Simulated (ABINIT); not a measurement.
# CsSnI3 (Pm-3m): G0W0 in ABINIT against the screening cutoff in the self-energy, part 2 of 2

Aim: move the screening cutoff in the self-energy of a G0W0 run on CsSnI3 (Pm-3m) over a wide range.

ABINIT 10.8.3; PBE and many-body steps on it, plane waves. Known limits of the many-body steps: not at the basis limit; exchange with frozen shells missing; screening runs away on this mesh; no spin-orbit coupling; coarse k mesh.

So far. Step 5 (2.3 Ha): The gap on the mesh goes from 0.47 eV to 0.80 eV, a correction of +0.33 eV. Step 6 (3.2 Ha): Against the run before, the gap moves by +0.086 eV.

### 7. 4.9 Ha

Level of this step: G0W0 on PBE, plane waves, norm-conserving pseudopotentials (ABINIT).

Contents of run.abi:

```
acell 3*1.0 Angstrom
rprim 
  6.286228000000 0.000000000000 0.000000000000
  0.000000000000 6.286228000000 0.000000000000
  0.000000000000 0.000000000000 6.286228000000
ntypat 3
znucl 55 50 53
natom 5
typat 1 2 3 3 3
xred 
  0.500000000000 0.500000000000 0.500000000000
  0.000000000000 0.000000000000 0.000000000000
  0.500000000000 0.000000000000 0.000000000000
  0.000000000000 0.000000000000 0.500000000000
  0.000000000000 0.500000000000 0.000000000000
pp_dirpath "pseudos"
pseudos "Cs.upf, Sn.upf, I.upf"
ecut 32
ngkpt 2 2 2
nshiftk 1
shiftk 0 0 0
kptopt 1
chksymbreak 0
istwfk *1
occopt 1
irdwfk 1
optdriver 4
nband 586
gwcalctyp 0
ecutsigx 32
symsigma 1
nkptgw 2
kptgw 
  0.5000000000 0.5000000000 0.5000000000
  0.0000000000 0.0000000000 0.0000000000
bdgw 
  19 25
  20 25
ecuteps 4.9
irdscr 1
ppmodel 1
indata_prefix "in"
outdata_prefix "out"
tmpdata_prefix "tmp"
```

Started as:

```
$ OMP_NUM_THREADS=1 mpirun -n 8 abinit run.abi > log
```

Log:

```text
.Version 10.8.3 of ABINIT. v10.8.2 released Aug 2026.

 Symmetries : space group Pm -3 m (#221); Bravais cP (primitive cubic)
[... echo of the input left out ...]
== DATASET  1 ==================================================================
-   mpi_nproc: 8, omp_nthreads: 1 (-1 if OMP is not activated)

--- !DatasetInfo
iteration_state: {dtset: 1, }
dimensions: {natom: 5, nkpt: 4, mband: 586, nsppol: 1, nspinor: 1, nspden: 1, mpw: 14592, }
cutoff_energies: {ecut:  32.0, pawecutdg:  -1.0, }
[...]
Band     E0 <VxcDFT>   SigX SigC(E0)      Z dSigC/dE  Sig(E)    E-E0       E
[...]
24   5.326  -6.045  -2.592  -3.382   0.817  -0.224  -5.987   0.058   5.384
       25   5.326  -6.045  -2.592  -3.382   0.817  -0.224  -5.987   0.058   5.384

== END DATASET(S) ==============================================================
================================================================================

 -outvars: echo values of variables after computation  --------
           etotal      0.0000000000E+00
            nband         586
             nkpt           4
          spgroup         221
 [... the other variables as echoed above ...]

 Calculation completed.
```

It took 2.1 min on 8 MPI ranks of Intel Xeon Platinum 8488C (Sapphire Rapids), shared host; peak memory 7.1 GiB; 17 min of CPU time.

This step gave:

```yaml
g0w0_gap_on_the_points_computed: 0.9470 eV
starting_gap_on_the_mesh: 0.4710 eV
k_of_the_valence_top: 0.5, 0.5, 0.5
k_of_the_conduction_bottom: 0.5, 0.5, 0.5
least_direct_g0w0_gap_on_the_computed_points: 0.9470 eV
```

Against the run before, the gap moves by +0.058 eV.

### 8. 6.5 Ha

run.abi: that of step 7 with these lines changed.

```diff
@@ -38,3 +38,3 @@
   20 25
-ecuteps 4.9
+ecuteps 6.5
 irdscr 1
```

Log:

```text
.Version 10.8.3 of ABINIT. v10.8.2 released Aug 2026.

 Symmetries : space group Pm -3 m (#221); Bravais cP (primitive cubic)
[... echo of the input left out ...]
== DATASET  1 ==================================================================
-   mpi_nproc: 8, omp_nthreads: 1 (-1 if OMP is not activated)

--- !DatasetInfo
iteration_state: {dtset: 1, }
dimensions: {natom: 5, nkpt: 4, mband: 586, nsppol: 1, nspinor: 1, nspden: 1, mpw: 14592, }
cutoff_energies: {ecut:  32.0, pawecutdg:  -1.0, }
[...]
Band     E0 <VxcDFT>   SigX SigC(E0)      Z dSigC/dE  Sig(E)    E-E0       E
[...]
24   5.326  -6.045  -2.592  -3.385   0.817  -0.224  -5.989   0.056   5.382
       25   5.326  -6.045  -2.592  -3.385   0.817  -0.224  -5.989   0.056   5.382

== END DATASET(S) ==============================================================
================================================================================

 -outvars: echo values of variables after computation  --------
           etotal      0.0000000000E+00
            nband         586
             nkpt           4
          spgroup         221
 [... the other variables as echoed above ...]

 Calculation completed.
```

Run time: 4.9 min. Hardware: 8 MPI ranks; peak memory 9.4 GiB; 39 min of CPU time.

Numbers from this step:

```yaml
g0w0_gap_on_the_points_computed: 0.964 eV
starting_gap_on_the_mesh: 0.4710 eV
k_of_the_valence_top: 0.5, 0.5, 0.5
k_of_the_conduction_bottom: 0.5, 0.5, 0.5
least_direct_g0w0_gap_on_the_computed_points: 0.964 eV
```

Against the run before, the gap moves by +0.017 eV.

### 9. The runs together

Times are wall times on 8 MPI ranks of Intel Xeon Platinum 8488C (Sapphire Rapids), shared host, good to a factor of about two. A run's time includes the screening step that it read.

```
   run   mesh  bands  screening cutoff (eV)  DFT gap (eV)  gap on the mesh (eV)  direct (eV)  ε∞ used     time
0.7 Ha  2×2×2    586                     19         0.471                 0.564        0.564   115.34  4.5 min
1.3 Ha  2×2×2    586                   35.4         0.471                 0.646        0.646   115.34  4.6 min
2.3 Ha  2×2×2    586                   62.6         0.471                 0.803        0.803   115.34  4.7 min
3.2 Ha  2×2×2    586                   87.1         0.471                 0.889        0.889   115.34    5 min
4.9 Ha  2×2×2    586                  133.3         0.471                 0.947        0.947   115.34  6.5 min
6.5 Ha  2×2×2    586                  176.9         0.471                 0.964        0.964   115.34  9.3 min
```

### 10. Outcome

```
0.7 Ha       : 0.564 eV
1.3 Ha       : 0.646 eV
2.3 Ha       : 0.803 eV
3.2 Ha       : 0.889 eV
4.9 Ha       : 0.947 eV
6.5 Ha       : 0.964 eV
known limits : not at the basis limit; exchange with frozen shells missing; screening runs away on this mesh; no spin-orbit coupling; coarse k mesh
```

The setting moved: screening cutoff in the self-energy. From 0.7 Ha to 6.5 Ha the gap moves by +0.40 eV, for 2.0 times the time. The last step still moves it by +0.017 eV. Bands and screening cutoff are coupled, so a series along one setting does not show full convergence. Bands and cutoff are finite, so the gap is not at the basis limit. The miss can reach some tenths of an eV and take either sign; the mesh is an error of its own. In the first G0W0 run levels were corrected at 2 k points alone, so a gap called «on the mesh» is the least over those, and an edge elsewhere would be missed. The 2×2×2 mesh is coarse for this cell, which bears on the long-range parts of exchange and screening. This is the ideal cubic cell; many perovskites, halides above all, are cubic only on average, and local tilts or off-centring can widen the gap. The norm-conserving file of at least one element keeps a d shell over frozen s and p shells of the same row. Exchange with those shells is missing from the self-energy, an error of 0.3 to 0.9 eV in cases checked, whose sign depends on which edge lies on those atoms. For the PBE start: On this mesh the RPA ε∞ passes 90, more than nearly any semiconductor shows; a coarse mesh does this where one point with a narrow direct gap carries much weight. The screening is then too strong, and the G0W0 gap should not be taken as the material's. The many-body steps are scalar-relativistic: spin-orbit coupling is not in them.

[Paths, hosts, dates, memory and timing lines, banners, echoed tables and standing remarks are left out of the program output.]

[Logs are printed without paths, hosts, clocks, repeated set-up lines and the standing remarks that a program may print on its own settings, such as how far it seeks lower states.]

[Runs of the session that timed out or met a known fault of the program may be left out.]

[No measured gap is set beside runs whose start may be inverted or whose files or cutoffs have a known fault.]

[Hosts, paths, dates, database ids (printed as entryN), source tags and the programs' standing remarks are cut or masked in the printed files.]

[G0W0 gaps are taken among the corrected bands and points alone; a level outside them can change the order at an edge.]

[Where Ansatz stands beside ABINIT at settings called matched, ABINIT's density can come from a denser mesh and the files from another edition; pairs whose starting gaps differed by over 0.03 eV were left out, so agreement reads better than it is.]
